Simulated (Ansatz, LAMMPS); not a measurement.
# Ionic liquid MMIM+ FSI- with water, from a frame at 350 K (131 atoms): geometry optimisation, part 3 of 3

Wanted: the relaxed structure of ionic liquid MMIM+ FSI- with water, from a frame at 350 K (131 atoms) and its electronic structure.

Ansatz 0.2.0; Kohn-Sham DFT, PBE+D3(BJ), PAW (set soft_2), plane waves.

The cell: 25 C, 15 N, 49 H, 10 S, 22 O and 10 F. The network of contacts between molecules at the start is that of the classical potential that made the cell. The density was typed from a rule of thumb and may lie off the real one at this temperature. The Brillouin zone is sampled at Γ only, in a cell whose shortest periodic width is 12 Å.

So far, density (g/cm³): step 5 (distances and neighbours after relaxation) 1.48.

### 6. Single point at the relaxed geometry

One more single point at the end of the walk gives the fuller output and checks the residual forces.

The input, input.yaml:

```yaml
crystal:
  lattice:
    - [11.68592, 0.0, 0.0]
    - [0.0, 11.68592, 0.0]
    - [0.0, 0.0, 11.68592]
  atoms:
    - { symbol: C, position: [0.60734, 0.81478, 0.93555] }
    - { symbol: "N", position: [0.60463, 0.83788, 0.05828] }
    - { symbol: C, position: [0.68025, 0.79534, 0.13862] }
    - { symbol: C, position: [0.64358, 0.83249, 0.24321] }
    - { symbol: "N", position: [0.54672, 0.89781, 0.22444] }
    - { symbol: C, position: [0.47494, 0.95029, 0.31214] }
    - { symbol: C, position: [0.52493, 0.90022, 0.11198] }
    - { symbol: H, position: [0.53425, 0.85683, 0.89545] }
    - { symbol: H, position: [0.60235, 0.72243, 0.92156] }
    - { symbol: H, position: [0.68576, 0.84911, 0.89781] }
    - { symbol: H, position: [0.75084, 0.7405, 0.11432] }
    - { symbol: H, position: [0.67473, 0.81635, 0.32886] }
    - { symbol: H, position: [0.43526, 0.88318, 0.36395] }
    - { symbol: H, position: [0.40987, 0.00214, 0.26979] }
    - { symbol: H, position: [0.5279, 0.00439, 0.36706] }
    - { symbol: H, position: [0.45505, 0.94549, 0.07173] }
    - { symbol: C, position: [0.9807, 0.17861, 0.92551] }
    - { symbol: "N", position: [0.97769, 0.05581, 0.94914] }
    - { symbol: C, position: [0.91917, 0.97464, 0.88628] }
    - { symbol: C, position: [0.93654, 0.87182, 0.93912] }
    - { symbol: "N", position: [0.00456, 0.89262, 0.03376] }
    - { symbol: C, position: [0.03855, 0.80706, 0.11825] }
    - { symbol: C, position: [0.0289, 0.00481, 0.03852] }
    - { symbol: H, position: [0.04924, 0.21703, 0.9763] }
    - { symbol: H, position: [0.89794, 0.21647, 0.9477] }
    - { symbol: H, position: [0.99688, 0.19204, 0.8344] }
    - { symbol: H, position: [0.87199, 0.99587, 0.80945] }
    - { symbol: H, position: [0.90986, 0.78593, 0.91663] }
    - { symbol: H, position: [0.05344, 0.72603, 0.07413] }
    - { symbol: H, position: [0.96963, 0.7958, 0.18103] }
    - { symbol: H, position: [0.11607, 0.83538, 0.16186] }
    - { symbol: H, position: [0.08011, 0.0492, 0.10246] }
    [... 93 atom lines left out ...]
    - { symbol: O, position: [0.15119, 0.20276, 0.17586] }
    - { symbol: H, position: [0.23158, 0.17994, 0.17327] }
    - { symbol: H, position: [0.15269, 0.283, 0.15197] }
    - { symbol: O, position: [0.66526, 0.48148, 0.26571] }
    - { symbol: H, position: [0.59296, 0.44427, 0.28263] }
    - { symbol: H, position: [0.65644, 0.5005, 0.18474] }
kpoints:
  mp_grid: { grid: [1, 1, 1] }
hamiltonian:
  xc: pbe
  dispersion: d3bj
scf:
  occupations: { method: fixed }
output:
  forces: true
  stress: true
  populations: true
  dos:
    method: { smearing: { sigma: 0.08 } }
    de: 0.1
    projected: { site_lists: { C: [C], F: [F], H: [H], "N": ["N"], O: [O] } }
  eigenvalues: true
  write_density: true
  write_potential: true
  volumetric_format: npy
  elf: true
```

Command:

```console
> ansatz run input.yaml --threads 4 --pin off --max-ram 8192MiB --backend cpu --events-out ev --progress --plain --runs-dir out
```

Numbers of over 12 decimals in the logs are rounded to 6 here.

Log:

```text
[...]
Crystal: 131 atoms, lattice volume = 1595.838 Å³
Basis set: ecut = 420 eV, 31343 PW (Γ), exchange–correlation on 160×160×160 points (8 copies of the dense FFT grid, shifted against one another)
Bands: 374, of which v1, the nominal top of the filled ones, is band 243 counted from 1 (242 counted from 0)
Symmetry: 1 space group operations
[...]
k-points: 1
[...]
SCF iter   1: F=—  HF=-42393.619781 eV  |F-HF|=—  |Δ(HF+E_count)|=         —  Δρ=5.24e-3  dr2=4.87e-1  ethr=1.77e-3  ⟨swp⟩=4.0  Hψ=1426  notcnv=0  defer=127
[...]
SCF iter  10: F=-42393.480401 eV  HF=-42393.480401 eV  |F-HF|=7.01e-8  |Δ(HF+E_count)|=   8.86e-8  Δρ=2.08e-6  dr2=8.34e-8  ethr=2.06e-11  ⟨swp⟩=20.0  Hψ=3603  notcnv=0
SCF 1 converged in 10 iterations: F = -42393.480401 eV  dr2 = 8.34e-8
[...]
WARN: The input density's exchange-correlation potential varies sharply where the density is thin. Do not read a vacuum level from v_tot or v_xc, or from such a field of the output density. On a cell that repeats whose density bears no net charge and no dipole along the vacuum's axis use v_es (v_loc + v_h of the components); [...]
SCF converged after 10 iterations
Free energy (F): -42393.480401 eV
[...]
Internal energy: -42393.480401 eV  (E = F + TS)
E sigma→0 (E₀):  -42393.480401 eV
Fermi energy:    -0.325502 eV
[...]
--- Forces (eV/Å), atoms counted from 1 ---
  atom   1  C      0.00493648     0.01393692    -0.00625641
  atom   2  N      0.00697125     0.03365872    -0.00973383
  atom   3  C     -0.01288859    -0.01602796    -0.00164846
  atom   4  C      0.00547387     0.01282353    -0.00095946
  atom   5  N      0.01781555    -0.00701237    -0.00419261
  atom   6  C     -0.00881822     0.00327662    -0.00202610
  atom   7  C     -0.00224790    -0.02355105     0.00400548
  atom   8  H      0.00135994    -0.00151363     0.00850849
  atom   9  H      0.00284453    -0.00061269     0.00015699
  atom  10  H      0.00193986    -0.00596426     0.00083948
  atom  11  H     -0.00729467    -0.00630205     0.00292220
  atom  12  H      0.00553851     0.00341862     0.00637841
  atom  13  H      0.00612537     0.00680722    -0.00611132
  atom  14  H      0.00257373    -0.00483849     0.00280692
[...]
atom 130  H     -0.00456546     0.00053311    -0.00532682
  atom 131  H     -0.00042088    -0.00774762     0.00715679
  max |Σ_I F_I| component: 8.95e-5 eV/Å
--- Stress (GPa, compression-positive) ---
       -0.122613      -0.048337      -0.073939
       -0.048337      -0.030829      -0.067316
       -0.073939      -0.067316       0.079706
  P = ⅓ Tr σ = -0.0246 GPa (-0.246 kbar)
--- Band table (eV) ---
[...]
--- Löwdin populations: 131 sites ---
  site symbol       q [e]
     0      C      4.3388
     1      N      4.9354
     2      C      4.0633
[...]
130      H      0.6063
  spilling = 0.017699 (of n_electrons = 486.000000)
```

The job ended after 13 s (4 threads of Intel Xeon Platinum 8559C (Emerald Rapids), shared host; peak memory 2.1 GiB).

The program notes that the exchange-correlation potential is rough where the density is thin.

Read from the output:

| Item | Value |
| --- | --- |
| free energy | -42393.4804 eV |
| free energy per atom | -323.6144 eV/atom |
| SCF cycles | 10 |
| pressure | -0.02458 GPa |
| r.m.s. force component | 0.00694 eV/Å |
| longest force | 0.03572 eV/Å |
| Fermi energy | -0.3255 eV |
| gap (highest filled to lowest empty level) | 4.509 eV |
| spilling of the projection | 0.0177 |

Löwdin charges by element and coordination (they lack the spilled electrons, 0.066 e an atom on average):

```csv
element,coordination,atoms,mean charge (e),spread,least,most
C,all,25,-0.148,0.168,-0.348,0.0862
C,3,15,-0.0177,0.0656,-0.0709,0.0862
C,4,10,-0.345,0.0028,-0.348,-0.339
F,all,10,-0.415,0.0116,-0.428,-0.394
H,all,49,0.247,0.046,0.210,0.407
N,all,15,-0.252,0.444,-0.904,0.0671
N,2,5,-0.881,0.0122,-0.904,-0.871
N,3,10,0.062,0.0038,0.0551,0.0671
O,all,22,-0.720,0.0122,-0.745,-0.690
O,1,20,-0.718,0.0109,-0.733,-0.690
O,2,2,-0.740,0.0051,-0.745,-0.735
S,all,10,2.40,0.0058,2.39,2.40
```

States in the cell by windows of 1 eV, zero at the Fermi level; the larger projections on atomic orbitals stand beside the total:

```csv
from (eV),to (eV),total,O p,C p,F p,N p,H s,C s
-14,-13,10.4,0.0,1.0,0.0,2.8,1.2,4.9
-13,-12,9.5,0.0,0.2,0.0,3.5,1.4,4.3
-12,-11,20.0,0.4,0.6,0.9,4.8,2.5,4.3
-11,-10,0.0,0.0,0.0,0.0,0.0,0.0,0.0
-10,-9,17.2,0.5,4.0,2.1,4.0,1.6,2.0
-9,-8,19.7,1.1,3.2,5.0,1.6,1.5,1.9
-8,-7,13.1,0.4,4.2,1.4,1.6,2.5,1.3
-7,-6,35.6,10.9,4.9,3.3,5.4,1.6,0.1
-6,-5,53.4,8.7,15.9,4.9,8.4,8.0,1.2
-5,-4,47.8,6.9,9.9,20.6,3.3,4.0,0.2
-4,-3,53.2,12.2,16.6,9.0,3.6,8.3,0.1
-3,-2,35.2,23.3,1.3,3.5,3.5,0.6,0.1
-2,-1,44.7,27.9,2.7,2.9,8.1,1.5,0.0
-1,0,31.7,12.7,9.4,0.7,7.7,0.2,0.0
0,1,0.4,0.3,0.1,0.0,0.0,0.0,0.0
1,4,0.0,0.0,0.0,0.0,0.0,0.0,0.0
4,5,9.9,0.0,5.2,0.0,3.4,0.5,0.0
```

The curve was stored every 0.10 eV, coarse against its broadening of 0.08 eV, so these counts are rough.

With fixed occupations the program's Fermi level is the highest filled level; weight inside the gap is the broadening of levels at its edges.

Between -26 and -14 eV lie 94 more states.

Not all projections were asked for or kept, so they needn't add up to the total.

The levels nearest the highest filled one (over half full), pooled over k-points and spins:

```csv
level less the highest filled one (eV),occupation
-0.270,2
-0.268,2
-0.247,2
-0.184,2
-0.145,2
0,2
4.51,0
4.69,0
4.71,0
4.81,0
4.96,0
5.21,0
```

ELF in the ab plane at fractional z = 0.024, with atoms of N and C and S and O and F within 0.2 Å of it. It is the smooth field of the valence electrons, not physical close to the nuclei.

Ten even steps from '0' (0.00) to '9' (0.94), each cell a mean:
```
667642000000168862100000000000025
688520000000169973233310000011356
267410000110004532367741000134686
675200013565300012577751000023456
232100037888740002687620000001111
367620047989861001244200100000000
699820025777641000000000000121000
244100001233210000000000014787510
000010012454210000001331126878851
002441126777741000047886347758971
013443368627973000278867756777740
001134458878972000279757754421100
000145114656530000047886445653100
001355445410000000001331157788510
001222345410000000110000278788510
000000123310000026887410147764100
010000001100000368899830001110000
675100000000001478448730000001222
898300000001111257678521110026644
675200000013331013686556652003333
110000000013431001455777886100011
211110000001210001345774797100244
656652000000000001112588985001478
426763100000001100000157641000257
```
Columns run along a (11.7 Å), rows up along b (11.7 Å). Atoms in or near the plane, at fractional coordinates: N at (0.00, 0.89), C at (0.03, 0.00), N at (0.31, 0.55), S at (0.21, 0.47), O at (0.66, 0.53), O at (0.86, 0.61), F at (0.83, 0.41), N at (0.57, 0.26), O at (0.71, 0.10).

Electrostatic potential energy in the ab plane at fractional z = 0.024, with atoms of N and C and S and O and F within 0.2 Å of it. With pseudopotentials it is smooth inside the atoms' cores, unlike the true potential.

Ten even steps from '0' (-42 eV) to '9' (7 eV), each cell a mean:
```
114899999999998899999999999999986
037999999999998888899999999999873
016999999999999988866799999999850
358999999999999998610489999999874
889999999867999999743689999999998
989999999634899999988899999999999
988999999867999999999999999999999
999999999888999999999999999878999
999999999888899999999999998312799
999999988424899999999778765101699
999987665000699999996102422457999
999973002224899999996102422589999
999861110589999999999767765579999
999974112799999999999999972017999
999998777899999999999999983017999
999999999999999999999999998789999
999999999999999997337999999999999
999999999999999983003899999999999
988999999999999986225789999999999
999999999999999998742368999999999
999999999999999998742321379999999
889999999999999999876610059999998
446899999999999999999864589999987
002799999999999999999999999999985
```
Columns run along a (11.7 Å; values clipped at the 3rd and 97th percentile), rows up along b (11.7 Å). Atoms in or near the plane, at fractional coordinates: N at (0.00, 0.89), C at (0.03, 0.00), N at (0.31, 0.55), S at (0.21, 0.47), O at (0.66, 0.53), O at (0.86, 0.61), F at (0.83, 0.41), N at (0.57, 0.26), O at (0.71, 0.10).

Mean Löwdin charges: C -0.15, F -0.41, H +0.25, N -0.25, O -0.72, S +2.40 e (they miss 1.8 % of the electrons, so they add up to more than the cell's charge). The largest share in the top eV of filled states is O p (41 % of the projected weight), and in the lowest eV of empty states C p (60 % of the projected weight).

Local excerpt of 14 atoms (numbers count through the whole input) about S100, one of the 10 S atoms; x, y, z are measured from there.

```csv
atom,x,y,z,distance (Å),bonds,Löwdin charge (e)
S100,0.00,0.00,0.00,0.00,4,2.39
O101,-1.32,0.01,0.59,1.44,1,-0.69
O102,0.98,0.95,0.49,1.45,1,-0.73
N99,-0.16,-0.15,-1.56,1.58,2,-0.87
F103,0.63,-1.44,0.44,1.63,1,-0.42
S104,1.04,0.08,-2.58,2.78,4,2.40
H131,-1.40,-0.36,2.47,2.87,1,0.39
H11,-0.30,2.44,1.65,2.96,1,0.23
H9,-2.04,2.23,-0.60,3.08,1,0.22
O105,1.90,1.21,-2.33,3.24,1,-0.71
F107,1.98,-1.21,-2.30,3.27,1,-0.42
H62,-3.16,-0.87,-0.89,3.40,1,0.24
H28,1.56,2.97,-0.66,3.42,1,0.24
H74,2.15,-0.13,2.69,3.45,1,0.23
```

The column of bonds counts only the pairs H-C within 1.34 Å, H-O within 1.21 Å, C-C within 1.77 Å, C-N within 1.79 Å, O-S within 1.88 Å, N-S within 1.98 Å, F-S within 1.98 Å; other neighbours, such as metal atoms beside each other in a compound, aren't counted, and periodic images can show an atom twice.

### 7. A repeat

The input is that of the reference in all keys that bear on the result, so the run is a repeat.

input.yaml, the sections that differ from step 6:

```yaml
crystal:
  lattice:
    - [11.68592, 0.0, 0.0]
    - [0.0, 11.68592, 0.0]
    - [0.0, 0.0, 11.68592]
  atoms:
    [... the 131 atom lines of step 3 ...]
output:
  forces: true
  stress: true
  populations: true
  dos:
    method: { smearing: { sigma: 0.1 } }
    de: 0.1
    projected: { site_lists: { C: [C], F: [F], H: [H], "N": ["N"], O: [O] } }
  eigenvalues: true
# kpoints, hamiltonian, scf: as in step 6
```

Log:

```text
[...]
Crystal: 131 atoms, lattice volume = 1595.838 Å³
Basis set: ecut = 420 eV, 31343 PW (Γ), exchange–correlation on 160×160×160 points (8 copies of the dense FFT grid, shifted against one another)
Bands: 374, of which v1, the nominal top of the filled ones, is band 243 counted from 1 (242 counted from 0)
Symmetry: 1 space group operations
[...]
k-points: 1
[...]
SCF iter   1: F=—  HF=-42384.744807 eV  |F-HF|=—  |Δ(HF+E_count)|=         —  Δρ=6.05e-3  dr2=7.58e-1  ethr=1.77e-3  ⟨swp⟩=4.0  Hψ=1432  notcnv=0  defer=126
[...]
SCF iter  10: F=—  HF=-42384.493752 eV  |F-HF|=—  |Δ(HF+E_count)|=   1.62e-7  Δρ=3.20e-6  dr2=1.77e-7  ethr=1.59e-10  ⟨swp⟩=2.0  Hψ=487  notcnv=0  defer=126
SCF iter  11: F=-42384.493752 eV  HF=-42384.493752 eV  |F-HF|=5.77e-9  |Δ(HF+E_count)|=   2.61e-9  Δρ=1.10e-6  dr2=2.01e-8  ethr=2.06e-11  ⟨swp⟩=15.0  Hψ=2520  notcnv=0
SCF 1 converged in 11 iterations: F = -42384.493752 eV  dr2 = 2.01e-8
[...]
SCF converged after 11 iterations
Free energy (F): -42384.493752 eV
[...]
Internal energy: -42384.493752 eV  (E = F + TS)
E sigma→0 (E₀):  -42384.493752 eV
Fermi energy:    0.681768 eV
[...]
Σ components = -42384.493752   (vs F -42384.493752, Δ=0.00e0)
--- Forces (eV/Å), atoms counted from 1 ---
  atom   1  C      1.46689299    -1.83392905     0.85143474
  atom   2  N     -0.50152515     0.95517827    -0.63682889
  atom   3  C     -1.36522435     0.81650949     0.95068315
  atom   4  C      0.19395259    -0.57234368    -0.92593975
[...]
atom 131  H     -1.37350083    -0.52569226     0.77215534
  max |Σ_I F_I| component: 9.24e-5 eV/Å
--- Stress (GPa, compression-positive) ---
        0.952226       0.043727       0.222206
        0.043727       1.907795      -1.446968
        0.222206      -1.446968       2.260065
  P = ⅓ Tr σ = 1.7067 GPa (17.067 kbar)
--- Band table (eV) ---
[...]
--- Löwdin populations: 131 sites ---
  site symbol       q [e]
     0      C      4.3513
     1      N      4.9257
     2      C      4.0560
[...]
130      H      0.6237
  spilling = 0.017991 (of n_electrons = 486.000000)
```

Run time: 12 s. Hardware: 4 threads; peak memory 2.1 GiB.

Geometry and reference: those of the single point at the start.

Forces differ from those of the single point at the start by 0 meV/Å r.m.s., 0 % of their size. It took 0.93 times the reference's time (shared host, so rough).

### 8. Summary of results

* energy change in the relaxation: -68.6 meV/atom
* r.m.s. displacement: 1.053 Å
* largest displacement: 2.389 Å
* free energy per atom: -323.6144 eV/atom
* pressure: -0.02458 GPa
* r.m.s. force component: 0.00694 eV/Å
* gap (highest filled to lowest empty level): 4.509 eV
* wall time of the 4 DFT runs: 8.9 min

Relaxation lowers the energy by 68.6 meV/atom and moves atoms by 1.1 Å r.m.s.; the r.m.s. force component goes from 1.1 to 0.0069 eV/Å, the pressure goes from 1.7 to -0.025 GPa, and the gap from 3.11 to 4.51 eV. By the final cutoffs no bond was broken or made. First to last step the energy falls by 8.987 eV; the largest move, 2.39 Å, is that of N108. The F-S bonds go from 1.595 Å (spread 0.035) to 1.623 Å (spread 0.012). Counting bonds as in the table, 60 % of C atoms have 3, all F atoms have 1, all H atoms have 1 and 67 % of N atoms have 3 bonded neighbours. The highest filled and lowest empty levels differ by 4.51 eV (at Γ alone); a semilocal functional tends to put such gaps too low. In a disordered cell it changes from sample to sample and from frame to frame.

Caveats: The network of contacts between molecules at the start is that of the classical potential that made the cell; in DFT atoms moved by 1.1 Å r.m.s.

[Logs are printed without paths, hosts, clocks, repeated set-up lines and the standing remarks that a program may print on its own settings, such as how far it seeks lower states.]

[Hosts, paths, dates, database ids (printed as entryN), source tags and the programs' standing remarks are cut or masked in the printed files.]
